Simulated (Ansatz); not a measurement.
**Ca3GeS in Imma, a phase reached by a soft mode: a soft mode frozen in**

Aim: this structure of Ca3GeS in Imma, a phase reached by a soft mode is to be tested for unstable modes, and one is followed downhill.

Calculated with Ansatz 0.2.0; DFT PBEsol, scalar-relativistic, plane waves, PAW; PAW set soft_1.

Most raw output is cut from this account.

The structure was built from a prototype and need not be the compound's stable phase.

In doubt: the program warns that the response may not be converged on this k-mesh (step 2), which bears on the force constants and all frequencies.

### Step 1. Set-up

The structure is orthorhombic, space group Imma (No. 74). The conventional cell has a = 7.225 Å, b = 10.557 Å, c = 7.219 Å, α = 90.00°, β = 90.00°, γ = 90.00°. Ge has 1 Ca at 2.91 Å nearest. Nearest to S lie 6 Ca at 2.67 to 2.79 Å. Ca has 2 S at 2.79 Å and 1 Ge at 2.91 Å nearest. Nearest to Ca lie 2 S at 2.67 Å. Farther neighbours and most contacts between anions are not listed.

Structure file:

```cif
data_structure
_symmetry_space_group_name_H-M 'Imma'
_symmetry_Int_Tables_number 74
_cell_length_a 7.2254
_cell_length_b 10.5566
_cell_length_c 7.2186
_cell_angle_alpha 90.000
_cell_angle_beta 90.000
_cell_angle_gamma 90.000
_cell_volume 550.61
loop_
_atom_site_label
_atom_site_type_symbol
_atom_site_symmetry_multiplicity
_atom_site_Wyckoff_symbol
_atom_site_fract_x
_atom_site_fract_y
_atom_site_fract_z
_atom_site_occupancy
Ge1 Ge 4 e 0.00000 0.25000 0.02665 1
S1 S 4 b 0.50000 0.50000 0.00000 1
Ca1 Ca 4 e 0.50000 0.25000 0.87642 1
Ca2 Ca 8 g 0.25000 0.07498 0.25000 1
```

### Step 2. Zone-centre response

This phase was reached earlier by freezing in an unstable mode of a structure of higher symmetry and relaxing. Its zone-centre modes can show that it is still unstable.

Contents of input.yaml:

```yaml
crystal:
  lattice:
    - [-3.61272072, 5.278318694, 3.6093241085]
    - [3.61272072, -5.278318694, 3.6093241085]
    - [3.61272072, 5.278318694, -3.6093241085]
  atoms:
    - { symbol: Ge, position: [0.7766534745, 0.0266534745, 0.75] }
    - { symbol: Ge, position: [0.2233465255, 0.9733465255, 0.25] }
    - { symbol: S, position: [0.0, 0.5, 0.5] }
    - { symbol: S, position: [0.5, 0.5, 0.0] }
    - { symbol: Ca, position: [0.6264154832, 0.3764154832, 0.25] }
    - { symbol: Ca, position: [0.3735845168, 0.6235845168, 0.75] }
    - { symbol: Ca, position: [0.8249753778, 0.5, 0.8249753778] }
    - { symbol: Ca, position: [0.1750246222, 0.5, 0.1750246222] }
    - { symbol: Ca, position: [0.1750246222, 0.0, 0.6750246222] }
    - { symbol: Ca, position: [0.8249753778, 0.0, 0.3249753778] }
kpoints:
  mp_grid: { grid: [6, 6, 6] }
hamiltonian:
  xc: pbesol
  pseudopotentials: { kind: paw, azcp: { folder: soft_1 }, xc_functional: pbe }
scf:
  occupations: { method: fixed }
output:
  eigenvalues: true
phonons:
  method: dfpt
  dielectric: true
  rigid_motions: translations
```

Started as:

```
> ansatz run input.yaml --threads 4 --pin off --max-ram 16384MiB --backend cpu --events-out ev --progress --plain --runs-dir out
```

It took 28 min on 4 threads of Arm Neoverse V1, shared host; peak memory 7.8 GiB; 1.8 h of CPU time.

Numbers from this step:

- gap on the k-mesh: 0.5949 eV
- volume per atom: 27.53 Å³
- sum-rule residual before enforcement: 1.54e-4 eV/Å²
- miss of the charge sum rule: 0.07712 e
- estimated error of the dielectric tensor: 0.05704
- estimated error of the Born charges: 0.03981 e
- point group: mmm
- highest optical mode at the zone centre (no LO-TO term): 343.1 cm⁻¹
- lowest optical zone-centre mode: -40.14 cm⁻¹
- mean high-frequency dielectric constant: 12.36
- largest Born charge (third of the trace): -3.323 e
- top of the zone-centre spectrum with the field: 354.3 cm⁻¹

Patterns of degenerate modes are one choice out of their space. The modes at Γ (shares of kinetic energy by element, %) (negative means imaginary):

| mode | frequency (cm⁻¹) | symmetry | Ge % | S % | Ca % |
| --- | --- | --- | --- | --- | --- |
| 1 | -40.1 | B3u | 24 | 0 | 76 |
| 2 | 0.0 | acoustic | 32 | 14 | 53 |
| 3 | 0.0 | acoustic | 32 | 14 | 53 |
| 4 | 0.0 | acoustic | 32 | 14 | 53 |
| 5 | 56.2 | B2g | 30 | 0 | 70 |
| 6 | 75.7 | B1g | 0 | 0 | 100 |
| 7 | 98.5 | B3g | 93 | 0 | 7 |
| 8 | 106.2 | Au | 0 | 6 | 94 |
| 9 | 114.8 | B2u | 57 | 18 | 24 |
| 10 | 118.9 | Ag | 73 | 0 | 27 |
| 11 | 123.3 | B2g | 70 | 0 | 30 |
| 12 | 132.3 | B1u | 43 | 13 | 44 |
| 13 | 135.2 | B3u | 23 | 29 | 47 |
| 14 | 138.5 | B2u | 10 | 24 | 66 |
| 15 | 139.0 | B3u | 21 | 3 | 76 |
| 16 | 150.1 | Ag | 13 | 0 | 87 |
| 17 | 154.2 | B1u | 7 | 16 | 76 |
| 18 | 159.2 | B3g | 7 | 0 | 93 |
| 19 | 162.2 | B2g | 1 | 0 | 99 |
| 20 | 190.4 | B1u | 15 | 25 | 59 |
| 21 | 191.5 | B3g | 0 | 0 | 100 |
| 22 | 201.1 | Ag | 14 | 0 | 86 |
| 23 | 222.4 | B1u | 2 | 78 | 20 |
| 24 | 227.9 | B1g | 0 | 0 | 100 |
| 25 | 251.4 | B2u | 0 | 50 | 49 |
| 26 | 269.9 | Au | 0 | 94 | 6 |
| 27 | 293.8 | B2u | 0 | 93 | 7 |
| 28 | 299.8 | B3g | 0 | 0 | 100 |
| 29 | 323.3 | B3u | 0 | 53 | 47 |
| 30 | 343.1 | B1u | 0 | 53 | 47 |

Displacements in mode 1 (-40.1 cm⁻¹), the largest set to 1:
```
Ge1 -0.45  0.00  0.00
Ge2 -0.45  0.00  0.00
S3   0.09  0.00  0.00
S4   0.09  0.00  0.00
Ca5  1.00  0.00  0.00
Ca6  1.00  0.00  0.00
Ca7 -0.13  0.00 -0.24
Ca8 -0.13  0.00 -0.24
Ca9 -0.13  0.00  0.24
Ca10-0.13  0.00  0.24
```

Displacements in mode 18 (159.2 cm⁻¹), the largest set to 1:
```
Ge1  0.00  0.38  0.00
Ge2  0.00 -0.38  0.00
S3   0.00  0.00  0.00
S4   0.00  0.00  0.00
Ca5  0.00 -0.31  0.00
Ca6  0.00  0.31  0.00
Ca7  0.74  0.00  1.00
Ca8 -0.74  0.00 -1.00
Ca9  0.74  0.00 -1.00
Ca10-0.74  0.00  1.00
```

Before it was imposed, the acoustic sum rule was missed by 1.5e-4 eV/Å² and the charge sum rule by 0.077 e. The charge miss is large and points to the mesh or the basis. The lowest optical mode is imaginary, 40.1i cm⁻¹, so the energy falls along it.

The log warns of the k mesh: “the force constants stand on the 6×6×6 k-mesh, whose period is 10.39 times the interband length at k = (0.0000, 0.0000, 0.0000), direct gap 0.828 eV, under 14: take them and everything formed from them as unconverged”.

### Step 3. The mode frozen in, largest atomic shift 0 Å

The mode followed lies at Γ with frequency 40.1i cm⁻¹, the softest among the wavevectors solved. At small amplitude the distorted cell has space group no. 46 by a symmetry search on the positions. The undistorted cell that holds it gives the zero of energy on the same k mesh.

input.yaml, as its differences from that of step 2:

```diff
@@ -22,8 +22,6 @@
 scf:
-  occupations: { method: fixed }
+  occupations: { method: gaussian, width: 0.02 }
 output:
+  forces: true
+  stress: true
   eigenvalues: true
-phonons:
-  method: dfpt
-  dielectric: true
-  rigid_motions: translations
```

The job ended after 15 s (4 threads; peak memory 1 GiB).

This step gave:

| Item | Value |
| --- | --- |
| pressure | 0.002333 GPa |
| energy from the undistorted cell | 0 meV/atom |

At this level the gap is 0.59 eV on the k-mesh of the self-consistent run, which can miss the band edges.

### Step 4. The mode frozen in, largest atomic shift 0.32 Å

The atoms are moved along the unstable eigenvector, the largest shift by 0.32 Å, with the cell fixed.

input.yaml, the sections that differ from step 3:

```yaml
crystal:
  lattice:
    - [-3.61272072, 5.278318694, 3.6093241085]
    - [3.61272072, -5.278318694, 3.6093241085]
    - [3.61272072, 5.278318694, -3.6093241085]
  atoms:
    - { symbol: Ge, position: [0.7766534745, 0.0464860262, 0.7698325517] }
    - { symbol: Ge, position: [0.2233465255, 0.9931790772, 0.2698325517] }
    - { symbol: S, position: [0.0, 0.496150535, 0.496150535] }
    - { symbol: S, position: [0.5, 0.496150535, -0.003849465] }
    - { symbol: Ca, position: [0.6264154832, 0.3321275317, 0.2057120485] }
    - { symbol: Ca, position: [0.3735845168, 0.5792965653, 0.7057120485] }
    - { symbol: Ca, position: [0.8357727364, 0.5165105695, 0.8306885887] }
    - { symbol: Ca, position: [0.1858219808, 0.5165105695, 0.1807378331] }
    - { symbol: Ca, position: [0.1642272636, -0.0050841476, 0.6807378331] }
    - { symbol: Ca, position: [0.8141780192, -0.0050841476, 0.3306885887] }
# kpoints, hamiltonian, scf, output: as in step 3
```

Run time: 23 s. Hardware: 4 threads; peak memory 0.96 GiB; 92 s of CPU time.

Numbers from this step:

```yaml
pressure: 0.03080 GPa
gap_on_the_k_mesh: 0.6688 eV
energy_from_the_undistorted_cell: -1.854 meV/atom
```

The energy, extrapolated to zero smearing, is -1.85 meV/atom against the undistorted cell.

The run ends at a pressure of 0.03 GPa, with forces up to 0.071 eV/Å.

### Step 5. Energy along the mode, all amplitudes (two of the runs are shown above)

An imaginary frequency means negative curvature, so the energy should fall and then rise again as anharmonic terms take over.

This step gave:

```yaml
depth_at_the_lowest_point_sampled: 1.854 meV/atom
largest_atomic_shift_at_that_point: 0.32 Å
```

The energy from the parent by largest atomic shift:

| largest atomic shift (Å) | energy from the parent (meV/atom) |
| --- | --- |
| 0.000 | 0 |
| 0.040 | -0.057 |
| 0.080 | -0.224 |
| 0.140 | -0.642 |
| 0.220 | -1.34 |
| 0.320 | -1.85 |
| 0.450 | 0.128 |
| 0.600 | 11.8 |

Displacement at unit largest shift by atom:

| atom | x (Å) | y (Å) | z (Å) | size |
| --- | --- | --- | --- | --- |
| Ge1 | 0.45 | 0.00 | 0.00 | 0.45 |
| Ge2 | 0.45 | 0.00 | 0.00 | 0.45 |
| S3 | -0.09 | 0.00 | 0.00 | 0.09 |
| S4 | -0.09 | 0.00 | 0.00 | 0.09 |
| Ca5 | -1.00 | 0.00 | 0.00 | 1.00 |
| Ca6 | -1.00 | 0.00 | 0.00 | 1.00 |
| Ca7 | 0.13 | 0.00 | 0.24 | 0.28 |
| Ca8 | 0.13 | 0.00 | 0.24 | 0.28 |
| Ca9 | 0.13 | 0.00 | -0.24 | 0.28 |
| Ca10 | 0.13 | 0.00 | -0.24 | 0.28 |

The lowest of the steps tried is at 0.32 Å, 1.85 meV/atom below the parent; the bottom of the well need not coincide with a step.

### Step 6. Relaxing from the distorted cell

Starting from the lowest point found, all atoms and the cell are let go, so that strain and other modes of the same symmetry can join in.

input.yaml, as its differences from that of step 4:

```diff
@@ -22,3 +22,3 @@
 scf:
-  occupations: { method: gaussian, width: 0.02 }
+  occupations: { method: fixed }
 output:
@@ -27 +27,10 @@
   eigenvalues: true
+  write_density: true
+  write_potential: true
+  elf: true
+  volumetric_format: npy
+relax:
+  adjacent_minimum: "off"
+  f_tol: 0.002
+  max_steps: 120
+  cell: { stress_tol: 0.03 }
```

Wall time 3.1 min (4 threads); peak memory 1 GiB; 12 min of CPU time.

Relaxation path:

| step | energy less that of the first step (eV) | largest force component (eV/Å) | pressure (GPa) | volume (Å³) |
| --- | --- | --- | --- | --- |
| 1 | 0.0000 | 0.0697 | 0.03 | 275.31 |
| 2 | -0.0025 | 0.0417 | 0.02 | 275.31 |
| 3 | -0.0036 | 0.0302 | -0.01 | 275.42 |
| 4 | -0.0040 | 0.0089 | 0.00 | 275.39 |
| 5 | -0.0042 | 0.0040 | 0.02 | 275.35 |
| 6 | -0.0042 | 0.0021 | 0.00 | 275.46 |
| 7 | -0.0042 | 0.0002 | 0.00 | 275.44 |
| 8* | -0.0042 | 0.0002 | 0.00 | 275.44 |

Relaxation steps marked * repeat the geometry before them on a plane-wave basis chosen anew for their cell, so energy and pressure can jump there.

Forces are held to the 4 operations that the run works with; a distortion that breaks them can't arise in this run.

| conventional cell, symmetrised | before | after | change |
| --- | --- | --- | --- |
| a (Å) | 10.557 | 10.522 | -0.3 % |
| b (Å) | 7.219 | 7.217 | -0.0 % |
| c (Å) | 7.225 | 7.254 | +0.4 % |
| volume (Å³/atom) | 27.53 | 27.54 | +0.0 % |

The atoms that moved most (Å, as changes of fractional coordinates times the final cell):

| atom | dx | dy | dz | length |
| --- | --- | --- | --- | --- |
| Ca5 | -0.031 | 0.000 | -0.021 | 0.037 |
| Ca6 | -0.031 | 0.000 | 0.021 | 0.037 |
| Ge2 | 0.014 | 0.000 | 0.012 | 0.018 |
| Ge1 | 0.014 | 0.000 | -0.012 | 0.018 |
| Ca9 | 0.009 | -0.009 | -0.011 | 0.017 |
| Ca8 | 0.009 | -0.009 | 0.011 | 0.017 |
| Ca7 | 0.009 | 0.009 | 0.011 | 0.017 |
| Ca10 | 0.009 | 0.009 | -0.011 | 0.017 |

Numbers from this step:

* pressure: -1.51e-4 GPa
* gap on the k-mesh: 0.6400 eV
* volume per atom: 27.54 Å³

ELF in the ac plane of the conventional cell at fractional y = 0.250, with atoms of Ge and Ca within 0.2 Å of it. It is the smooth field of the valence electrons, not physical close to the nuclei.

Ten even steps from '0' (0.04) to '9' (0.85), each cell a mean:
```
23577216998400478753
55676139999710367876
67875049999810245666
23553027999500111111
31122002553112100245
84001111112355302799
98102455666777403999
97103678765678613999
84004787532357721699
30014787523246851144
00013677522246862000
11112467654467763111
55321257776677632234
77631125788876312367
88763123677763112578
67776322455542124777
44677531111211246765
22468620000001367752
32468511342001478752
```
Columns run along a (7.3 Å), rows up along c (7.2 Å), edges of the conventional cell, whose origin can differ from the input's. Atoms in or near the plane, at fractional coordinates: Ge at (0.02, 0.02), Ge at (0.52, 0.48), Ca at (0.45, 0.87), Ca at (0.95, 0.63).

Valence density in the ac plane of the conventional cell at fractional y = 0.250, with atoms of Ge and Ca within 0.2 Å of it. It is the smooth field of the valence electrons, not physical close to the nuclei.

Values in e/Å³, 10 rows by 16 columns, each cell a mean:
```
 4  1  0  0  0  1  2  4  2  0  0  0  0  0  0  1
 0  0  0  0  0  1  3  5  3  0  0  0  0  0  0  0
 1  0  0  0  0  0  0  1  0  0  0  0  0  0  1  1
 3  1  0  0  0  0  0  0  0  0  0  0  0  1  4  6
 1  0  0  0  0  0  0  3 11  3  0  0  0  0  2  3
 0  0  0  0  0  0  0  5 21  6  1  0  0  0  0  0
 0  0  0  0  0  0  0  0  1  0  0  0  0  0  0  0
 0  0  0  0  0  0  0  0  0  0  0  0  0  0  0  0
 1  1  0  0  0  0  0  0  0  0  0  0  0  0  0  1
26  7  1  0  0  0  0  0  0  0  0  0  0  0  1  6
```
Columns run along a (7.3 Å), rows up along c (7.2 Å), edges of the conventional cell, whose origin can differ from the input's. Atoms in or near the plane, at fractional coordinates: Ge at (0.02, 0.02), Ge at (0.52, 0.48), Ca at (0.45, 0.87), Ca at (0.95, 0.63).

Electrostatic potential energy in the ac plane of the conventional cell at fractional y = 0.250, with atoms of Ge and Ca within 0.2 Å of it. With pseudopotentials it is smooth inside the atoms' cores, unlike the true potential.

Ten even steps from '_' (-44 eV) to '@' (10 eV), each cell a mean:
```
++++**%%@@@@%%**--::==##%%@@@@@@@@@@##++
****%%@@@@@@##--____..++%%@@@@@@@@@@%%##
%%@@@@@@@@@@##::______++%%@@@@@@@@@@@@@@
@@@@@@@@@@@@%%++....--##%%@@@@@@@@@@%%%%
##%%@@@@@@@@%%##****##%%@@@@@@@@%%%%****
--##%%@@@@@@@@@@%%%%%%@@@@@@@@@@%%++::..
__++%%@@@@@@@@@@@@@@%%@@@@@@@@@@##::____
__++%%@@@@@@@@@@%%##**##%%@@@@@@##--____
==##%%@@@@@@@@@@##++++++**%%@@@@%%**--::
##%%@@@@@@@@@@%%**++****++%%@@@@@@%%####
@@@@@@@@@@@@@@@@**++**++++%%@@@@@@@@@@%%
@@@@@@@@@@@@@@@@%%**++++##@@@@@@@@@@@@@@
@@@@@@@@@@@@@@@@@@%%%%%%@@@@@@@@@@@@@@@@
@@@@@@@@@@@@@@@@@@@@@@@@@@@@@@@@@@@@@@@@
@@@@@@@@@@@@@@@@@@@@@@@@@@@@@@@@@@@@@@@@
%%%%@@@@@@@@@@@@@@@@@@@@@@@@@@@@@@@@@@%%
++++##@@@@@@@@@@@@@@@@@@@@@@@@@@@@@@%%**
**++++%%@@@@@@@@@@@@@@@@@@@@@@@@@@@@**++
****++%%@@@@@@%%####%%%%@@@@@@@@@@%%**++
```
Columns run along a (7.3 Å; values clipped at the 3rd and 97th percentile), rows up along c (7.2 Å), edges of the conventional cell, whose origin can differ from the input's. Atoms in or near the plane, at fractional coordinates: Ge at (0.02, 0.02), Ge at (0.52, 0.48), Ca at (0.45, 0.87), Ca at (0.95, 0.63).

The distorted start has space group Ima2; the relaxation ends in Ima2.

### Step 7. The new phase in its own primitive cell

The relaxed structure is symmetrised, reduced to its primitive cell and relaxed tightly, as its phonons need.

Contents of input.yaml:

```yaml
crystal:
  lattice:
    - [-5.2612461893, 3.6085566393, 3.6269222705]
    - [5.2612461893, -3.6085566393, 3.6269222705]
    - [5.2612461893, 3.6085566393, -3.6269222705]
  atoms:
    - { symbol: Ge, position: [0.0032266701, 0.2282963408, 0.2749303294] }
    - { symbol: Ge, position: [0.9533660114, 0.7282963408, 0.7250696706] }
    - { symbol: S, position: [0.5040340137, 0.5040340137, 0.0] }
    - { symbol: S, position: [0.5040340137, 0.0040340137, 0.5] }
    - { symbol: Ca, position: [0.4220725852, 0.7985185216, 0.1235540636] }
    - { symbol: Ca, position: [0.6749644579, 0.2985185216, 0.8764459364] }
    - { symbol: Ca, position: [0.0053149289, 0.1671369542, 0.6864223162] }
    - { symbol: Ca, position: [0.0053149289, 0.8188926127, 0.3381779747] }
    - { symbol: Ca, position: [0.480714638, 0.3188926127, 0.3135776838] }
    - { symbol: Ca, position: [0.480714638, 0.6671369542, 0.6618220253] }
kpoints:
  mp_grid: { grid: [6, 6, 6] }
hamiltonian:
  xc: pbesol
  pseudopotentials: { kind: paw, azcp: { folder: soft_1 }, xc_functional: pbe }
scf:
  occupations: { method: fixed }
output:
  forces: true
  stress: true
  eigenvalues: true
relax:
  adjacent_minimum: "off"
  f_tol: 0.001
  max_steps: 60
  cell: { stress_tol: 0.01 }
```

Wall time 53 s (4 threads); peak memory 1 GiB.

Little changed from the start: no atom moved by 0.005 Å and no cell edge by 0.1 %.

Numbers from this step:

- pressure: -1.50e-4 GPa
- direct gap on mesh: 0.6400 eV

The largest force component left is 0.24 meV/Å and the pressure is 0.000 GPa, within the tolerances set. The cell now holds 27.54 Å³/atom.

### Step 8. The phases reached

The phases reached along the modes that were followed are set side by side.

Energies are those of the first relaxation, on the mesh of the frozen mode; space group, volume and gap are those of the last relaxation. Phases, by row:

| mode frozen in | space group | energy from parent (meV/atom) | volume (Å³/atom) | gap on mesh (eV) | lowest zone-centre optical mode (cm⁻¹) | largest shift (Å) |
| --- | --- | --- | --- | --- | --- | --- |
| parent | Imma | 0 | 27.53 | 0.595 | – | – |
| q = (0, 0, 0), 40i cm⁻¹ | Ima2 | -2.27 | 27.54 | 0.64 | – | 0.328 |

### Step 9. Summary of results

```json
{
 "unstable mode of the parent": "q = (0, 0, 0), 40i cm⁻¹",
 "depth at the lowest point sampled": "1.85 meV/atom",
 "largest atomic shift at that point": "0.32 Å",
 "space group reached (within 0.01 Å)": "Ima2",
 "energy gained over the parent (first relaxation, on the mesh of the frozen mode)": "2.27 meV/atom",
 "volume per atom, phase reached": "27.5 Å³",
 "gap on the k-mesh, phase reached": "0.640 eV"
}
```

What this shows: Along this mode the structure falls into Ima2, 2.27 meV/atom below the parent. At the parent's cell the well is 1.854 meV/atom deep on the steps tried, with its lowest point at a shift of 0.32 Å. Relaxing atoms and cell changes the gain by +0.42 meV/atom against the lowest step (energies at zero smearing). The modes of the phase reached were not computed on this path. Each path keeps the symmetry of its pattern, so a lower phase may lie along a pattern not tried. With the field response the log warns that the k mesh is coarse for the force constants too, so the frequencies may not be converged. The PAW files were made for PBE and serve the other functionals too. The starting cell was built on a prototype and not taken from a measurement, so the phase need not exist.

[Logs are printed without paths, hosts, clocks, repeated set-up lines and the standing remarks that a program may print on its own settings, such as how far it seeks lower states.]

[Hosts, paths, dates, database ids (printed as entryN), source tags and the programs' standing remarks are cut or masked in the printed files.]
